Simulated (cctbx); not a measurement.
## X-rays or neutrons for the lightest atoms?

Cell a = 5.4790 Å, b = 5.4790 Å, c = 11.6630 Å, α = 90.00°, β = 90.00°, γ = 90.00°; space group I4_1/a (no. 88, origin choice 1); content Pb4 Zn4 F16. The heavier atoms are placed; F is still missing.

The data are simulated with cctbx, not measured: Cu Kα, λ = 1.54184 Å, to d = 0.83 Å, 80 % of the full sphere, strongest reflection 40000 counts, noise from counting, a 3 % proportional error and a noise floor of 2 counts (s.d.); no absorption.

Refinement without F (map in e/Å³):

```text
Rint 0.024, 167 unique reflections to 0.83 A
cycle     R1     wR2    GooF  max shift (A)
   1  0.1790  0.4342  25.629   0.00000
   2  0.1449  0.3496  20.633   0.00000
final R1 0.1448 wR2 0.3495 GooF 20.630  parameters 2  data/parameter 83.5
atom        x        y        z      Ueq    occ   su(xyz)  su(Uiso or U11)
Pb1    0.00000  0.50000  0.25000   0.0024  1.000  0.00000  0.0019
Zn1    0.50000  0.50000  0.00000   0.0001  1.000  0.00000  0.0031
difference map: max 27.69 min -6.34 rms 2.33
Q1    0.0000  0.0000  0.0000    4   27.69  0.00 A from Pb1
Q2    0.1594  0.2384  0.8365   16   18.08  1.96 A from Zn1
Q3    0.1603  0.2291  0.1641   16    6.15  1.99 A from Pb1
Q4    0.1568  0.2410  0.6643   16    5.49  1.94 A from Zn1
Q5    0.0000  0.0000  0.5000    4    3.60  0.00 A from Zn1
Q6    0.0491  0.2551  0.4504   16    0.69  1.54 A from Zn1
Q7    0.1709  0.2443  0.5018   16    0.65  1.63 A from Zn1
Q8    0.0744  0.2207  0.7459   16    0.53  1.58 A from Zn1
```

The data are simulated with cctbx, not measured: neutrons of λ = 1.17 Å, to d = 0.7 Å, 80 % of the full sphere, strongest reflection 5000 counts, noise from counting, a 3 % proportional error and a noise floor of 2 counts (s.d.); no absorption.

Refinement without F (map in fm/Å³; only maxima are listed):

```text
Rint 0.035, 265 unique reflections to 0.70 A
cycle     R1     wR2    GooF  max shift (A)
   1  0.8415  0.9794  35.890   0.00000
   8  0.7741  0.9622  35.260   0.00000
final R1 0.8035 wR2 0.9709 GooF 35.579  parameters 2  data/parameter 132.5
atom        x        y        z      Ueq    occ   su(xyz)  su(Uiso or U11)
Pb1    0.00000  0.50000  0.25000   0.0102  1.000  0.00000  0.0088
Zn1    0.50000  0.50000  0.00000   0.0210  1.000  0.00000  0.0199
difference map: max 258.57 min -29.22 rms 9.93
Q1    0.0000  0.0000  0.0000    4  258.57  0.00 A from Pb1
Q2    0.1597  0.2408  0.8378   16   65.01  1.96 A from Zn1
Q3    0.0000  0.0000  0.5000    4   59.86  0.00 A from Zn1
Q4    0.1572  0.2453  0.1626   16   42.15  1.93 A from Pb1
Q5    0.1619  0.2383  0.6607   16   34.07  1.98 A from Zn1
Q6    0.0818  0.4208  0.1781   16   22.20  1.04 A from Pb1
Q7    0.0821  0.1038  0.5715   16   21.44  1.11 A from Zn1
Q8    0.0312  0.3204  0.7441   16   15.50  1.00 A from Zn1
```

**Question.** Where is F, and which data fix it better?

F sits at (0.7605, 0.6594, 0.0871). Adding it takes R1 from 0.145 to 0.006 with X-rays and from 0.803 to 0.011 with neutrons. Its largest coordinate s.u. is 0.00021 with X-rays and 0.00005 with neutrons, so neutrons fix it better in these data. In the X-ray map Q2 marks it. In the neutron map Q2 marks it.

Final neutron refinement:

```text
Rint 0.035, 265 unique reflections to 0.70 A
cycle     R1     wR2    GooF  max shift (A)
   1  0.1210  0.2785  10.284   0.02460
   2  0.0108  0.0252   0.932   0.00000
final R1 0.0108 wR2 0.0252 GooF 0.932  parameters 6  data/parameter 44.2
atom        x        y        z      Ueq    occ   su(xyz)  su(Uiso or U11)
Pb1    0.00000  0.50000  0.25000   0.0086  1.000  0.00000  0.0001
Zn1    0.50000  0.50000  0.00000   0.0093  1.000  0.00000  0.0001
F1     0.76050  0.65946  0.08709   0.0166  1.000  0.00005  0.0001
difference map: max 0.22 min -0.19 rms 0.05
Q1    0.0648  0.1892  0.6924   16    0.22  1.64 A from F1
Q2    0.0391  0.0748  0.6317   16    0.19  1.40 A from F1
Q3    0.1427  0.3225  0.0231   16    0.17  0.92 A from F1
Q4    0.1205  0.1154  0.3050   16    0.16  1.49 A from F1
Q5    0.1477  0.3310  0.7974   16    0.16  0.68 A from F1
Q6    0.0000  0.2500  0.1250    8    0.16  1.47 A from F1
```

The model is made up (kin elements in a known structure type, no relaxation), so it says nothing on whether the phase exists.

[Middle refinement cycles are left out of these outputs.]

[Logs are printed without paths, hosts, clocks, repeated set-up lines and the standing remarks that a program may print on its own settings, such as how far it seeks lower states.]
